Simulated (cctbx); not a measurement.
**Zr2V2Ni4Mo across an absorption edge**

Space group P-1 (no. 2), a = 4.9000 Å, b = 4.9650 Å, c = 12.1590 Å, α = 88.34°, β = 89.75°, γ = 61.93°.

| atom | mult. | x | y | z | Ueq (Å²) |
| --- | --- | --- | --- | --- | --- |
| Mo1 | 2 | 0.3417 | 0.3382 | 0.7911 | 0.0520 |
| Zr1 | 2 | 0.0139 | 0.9838 | 0.1301 | 0.0303 |
| Zr2 | 2 | 0.6925 | 0.6700 | 0.4548 | 0.0248 |
| Ni1 | 2 | 0.6726 | 0.1713 | 0.3307 | 0.0369 |
| Ni2 | 1 | 0 | 1/2 | 0 | 0.0443 |
| Ni3 | 2 | 0.3392 | 0.3248 | 0.1693 | 0.0308 |
| Ni4 | 1 | 0 | 0 | 1/2 | 0.0349 |
| Ni5 | 2 | 0.1639 | 0.6640 | 0.3349 | 0.0280 |
| V1 | 1 | 1/2 | 0 | 0 | 0.0349 |
| V2 | 2 | 0.1701 | 0.1632 | 0.3289 | 0.0292 |
| V3 | 1 | 1/2 | 1/2 | 0 | 0.0386 |

The model was made for the exercise: a known structure type with other elements put in, its volume estimated, not relaxed; displacement parameters are assumed.

Calculated with cctbx: free-atom f′ and f″ from the Sasaki tables, no fine structure; amplitudes in electrons.

| E (eV) | F 1 0 1 | F 0 -1 2 | F 1 1 2 | F 0 1 1 |
| --- | --- | --- | --- | --- |
| 17398 | 7.4 | 8.4 | 25.9 | 4.4 |
| 17748 | 9.3 | 8.5 | 25.6 | 2.9 |
| 17878 | 11.0 | 8.7 | 25.3 | 2.9 |
| 17938 | 12.6 | 8.8 | 25.1 | 4.1 |
| 17968 | 14.2 | 8.9 | 24.8 | 5.7 |
| 17983 | 15.8 | 9.0 | 24.6 | 7.4 |
| 17990 | 17.2 | 9.2 | 24.4 | 9.0 |
| 17994 | 18.7 | 9.3 | 24.2 | 10.8 |
| 18002 | 20.4 | 9.3 | 24.1 | 13.4 |
| 18006 | 18.4 | 9.1 | 24.4 | 11.2 |
| 18013 | 16.8 | 9.0 | 24.7 | 9.7 |
| 18028 | 15.2 | 8.9 | 24.9 | 8.2 |
| 18058 | 13.6 | 8.7 | 25.2 | 7.1 |
| 18148 | 11.6 | 8.5 | 25.5 | 6.4 |
| 18398 | 9.6 | 8.4 | 25.9 | 6.6 |

**Question.** Which edge is crossed, and why do the reflections move as they do?

The K edge of Zr. The edge is at 17998 eV. f′ of Zr falls from -4.5 e at 17878 eV to -7.8 e at 4 eV below it, and f″ steps from 0.53 to 3.73 e across it. Over that approach |F| changes by +70 % (1 0 1), +7 % (0 -1 2), -4 % (1 1 2) and +272 % (0 1 1): a reflection falls where Zr scatters in phase with the total and rises where it scatters against it; it hardly moves where the Zr term is small or cancels by symmetry. Above the edge the larger f″ enters the imaginary part, where it can add to or cancel the other atoms' f″. The structure is centrosymmetric, so Friedel mates stay equal.
